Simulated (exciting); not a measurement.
# Core excitons at the B K edge of BN (Qingsongite), part 3 of 3

Aim: the B K absorption edge of BN (Qingsongite) with the electron–hole interaction treated explicitly, and what each term of the kernel does.

exciting sodium; X-ray absorption, core-level Bethe-Salpeter equation, exchange and statically screened direct term, Tamm-Dancoff, all-electron LAPW+lo PBE.

So far. Step 5 (Independent particles): Maxima (height): 6.2 eV (0.46), 11.0 eV (0.38) and 15.2 eV (0.14). Against the singlet run the r.m.s. difference is 94 %. Moving the earlier curve by +5.7 eV leaves 48 %. The highest maximum lies at 6.2 eV (0.46), against 0.5 eV (1.00). Step 6 (Exchange alone): Maxima (height): 6.6 eV (0.42), 11.0 eV (0.40) and 15.2 eV (0.15). The spectrum differs from the independent-particle run by 9 % r.m.s. The highest maximum lies at 6.6 eV (0.42), against 6.2 eV (0.46).

## Step 7: Direct term alone (continued)

Level of this step: X-ray absorption, core-level Bethe-Salpeter equation, statically screened direct term alone, Tamm-Dancoff, all-electron LAPW+lo PBE (exciting).

Maxima (height): -0.5 eV (1.13), 0.2 eV (1.08) and 18.8 eV (0.45). The spectrum differs from the singlet run by 22 % r.m.s. The highest maximum lies at -0.5 eV (1.13), against 0.5 eV (1.00).

## Step 8: Coarser mesh

Changed against the first singlet run: k mesh from 6×6×6 to 4×4×4.

The input, input.xml:

```
<input>
  <title>BN</title>
  <structure speciespath="." autormt="false" epslat="1.0e-5">
    <crystal>
      <basevect>0.0000000000 3.4156799696 3.4156799696</basevect>
      <basevect>3.4156799696 0.0000000000 3.4156799696</basevect>
      <basevect>3.4156799696 3.4156799696 0.0000000000</basevect>
    </crystal>
    <species speciesfile="N.xml" rmt="1.435">
      <atom coord="0.7500000000 0.7500000000 0.7500000000"/>
    </species>
    <species speciesfile="B.xml" rmt="1.435">
      <atom coord="0.0000000000 0.0000000000 0.0000000000"/>
    </species>
  </structure>
  <groundstate do="skip" xctype="GGA_PBE" ngridk="7 7 7" rgkmax="7" gmaxvr="14" nempty="8" swidth="0.001" maxscl="100" epsengy="1e-5"/>
  <xs xstype="BSE" ngridk="4 4 4" ngridq="4 4 4" vkloff="0.097 0.273 0.493" rgkmax="7" nempty="12" gqmax="3" lmaxapwwf="5" lmaxemat="2" broad="0.01654" tevout="true">
    <energywindow intv="6.075 7.692" points="439"/>
    <screening screentype="full" nempty="25"/>
    <BSE xas="true" xasspecies="2" xasatom="1" xasedge="K" bsetype="singlet" nstlxas="1 8"/>
    <qpointset>
      <qpoint>0 0 0</qpoint>
    </qpointset>
    <plan>
      <doonly task="xsgeneigvec"/>
      <doonly task="writepmatxs"/>
      <doonly task="scrgeneigvec"/>
      <doonly task="scrwritepmat"/>
      <doonly task="screen"/>
      <doonly task="scrcoulint"/>
      <doonly task="exccoulint"/>
    </plan>
  </xs>
</input>
```

The input, input.xml for the last start (plan only):

```
  <plan>
    <doonly task="bse"/>
  </plan>
```

The run is started by

```console
$ OMP_NUM_THREADS=1 mpirun -n 4 exciting
$ OMP_NUM_THREADS=4 exciting
```

Numbers of over 12 decimals in the logs are rounded to 6 here.

What it wrote:

```text
| EXCITING SODIUM started for task xsgeneigvec ( 301)                          =
One-shot GS runs for BSE calculations
One-shot GS runs for k+qmt/2 grids
Info(xsgeneigvec): Generating eigenvectors for Q-point      1
Info(xsgeneigvec): Generation of eigenvectors finished
| EXCITING SODIUM started for task writepmatxs ( 320)                          =
Info(writepmatxs): Momentum matrix elements finished
| EXCITING SODIUM started for task scrgeneigvec ( 401)                         =
One-shot GS runs for BSE calculations
One-shot GS runs for k+qmt/2 grids
[...]
Info(setup_bse_block): Setting up RR part of hamiltonian
Info(setup_bse_block): Singlet spin state
Info(bse): Diagonalizing RR Hamiltonian (TDA)
Info(bse): Invoking Lapack routine ZHEEVR
      1024 eigen solutions found in the interval:
         i1=       1 i2=    1024
Info(bse): Writing excition energies and oscillator strengths to text file.
Info(makespectrum_dist): Making spectrum using formula for coupling with time reversed AR basis.
Info(makespectrum_dist): Using formalism for vanishing momentum transfer.
Info(writederived): Writing quantities derived from the macroscopic dielectric function.
Info(bselauncher): Spectrum finished for iqmt=  1
Info(bselauncher): All done for BSE type singlet
```

It took 36 s on 4 MPI ranks of Arm Neoverse V1, shared host.

These settings are cheaper. The spectrum differs from the singlet run by 7 % r.m.s. The highest maximum lies at 1.2 eV (1.00), against 0.5 eV (1.00). The first bright state moves from -0.69 to -0.72 eV. The lowest bare transition of this run lies at 0.35 eV, against 0.02. A coarse mesh samples few band energies, and it inflates the long-range part of the attraction.

```csv
E (eV),first run,this run
-4.0,0.03,0.03
-3.0,0.05,0.05
-2.0,0.10,0.10
-1.0,0.41,0.40
0.0,0.88,0.88
1.0,0.92,0.97
2.0,0.64,0.60
3.0,0.40,0.43
4.0,0.29,0.29
5.0,0.25,0.25
6.0,0.21,0.20
7.0,0.18,0.16
8.0,0.17,0.17
9.0,0.16,0.18
10.0,0.13,0.13
11.0,0.10,0.10
12.0,0.06,0.06
13.0,0.07,0.07
14.0,0.09,0.08
15.0,0.08,0.08
16.0,0.07,0.07
17.0,0.10,0.10
18.0,0.21,0.24
19.0,0.48,0.45
```

## Step 9: From independent particles to the full kernel

```csv
level,curve passes 0.15 (eV),highest maximum (eV),its height
IP,3.1,6.2,0.46
RPA,3.4,6.6,0.42
direct only,-1.9,-0.5,1.13
singlet,-1.6,0.5,1.00
```

```csv
E (eV),IP,RPA,direct only,singlet
-4.0,0.01,0.01,0.03,0.03
-3.0,0.01,0.01,0.06,0.05
-2.0,0.01,0.01,0.14,0.10
-1.0,0.01,0.01,0.67,0.41
0.0,0.03,0.02,1.07,0.88
1.0,0.05,0.04,0.85,0.92
2.0,0.09,0.07,0.54,0.64
3.0,0.15,0.12,0.33,0.40
4.0,0.26,0.21,0.26,0.29
5.0,0.35,0.30,0.22,0.25
6.0,0.45,0.40,0.19,0.21
7.0,0.43,0.41,0.16,0.18
8.0,0.37,0.36,0.16,0.17
9.0,0.35,0.34,0.14,0.16
10.0,0.36,0.36,0.12,0.13
11.0,0.38,0.40,0.09,0.10
12.0,0.32,0.36,0.06,0.06
13.0,0.16,0.18,0.06,0.07
14.0,0.12,0.13,0.09,0.09
15.0,0.14,0.14,0.08,0.08
16.0,0.11,0.12,0.07,0.07
17.0,0.08,0.08,0.10,0.10
18.0,0.08,0.08,0.22,0.21
19.0,0.10,0.09,0.42,0.48
```

## Step 10: What came out

```json
{
 "absorber and edge": "B K, atom 2",
 "surroundings": "4 N at 1.57 Å (tetrahedral, site symmetry -43m)",
 "first bright state": "-0.69 eV from the Kohn–Sham onset, on this mesh",
 "highest maximum": "0.5 eV",
 "cost of the BSE run": "3.7 min on 4 MPI ranks of Arm Neoverse V1, shared host; the last task ran on as many threads"
}
```

Is a core exciton bound? Yes on this mesh: the first bright state (over 5 % of the brightest) lies at -0.69 eV from the Kohn–Sham onset; weaker or dark states reach down to -0.75 eV. Exchange alone changes the independent-particle spectrum by 9 % r.m.s. Leaving exchange out of the full kernel changes the spectrum by 22 % r.m.s. A mesh of 216 points doesn't converge binding energies. The kernel cutoff is low for a compact core orbital, so the effect of exchange is a lower bound. The zero comes from the unshifted 7×7×7 ground-state mesh; it is exact only where the band minimum lies on that mesh. The Kohn–Sham onset, 177 eV, is no photon energy (tabulated edge of the element: 188 eV): the scale needs a rigid shift. Bands and screening come from semilocal DFT, whose small gap overscreens. Vibrations and energy-dependent lifetimes are left out. The structure is a published determination, not relaxed.

[Banner, clock and machine lines of the logs are left out without a mark of their own.]

[Logs are printed without paths, hosts, clocks, repeated set-up lines and the standing remarks that a program may print on its own settings, such as how far it seeks lower states.]

[Hosts, paths, dates, database ids (printed as entryN), source tags and the programs' standing remarks are cut or masked in the printed files.]
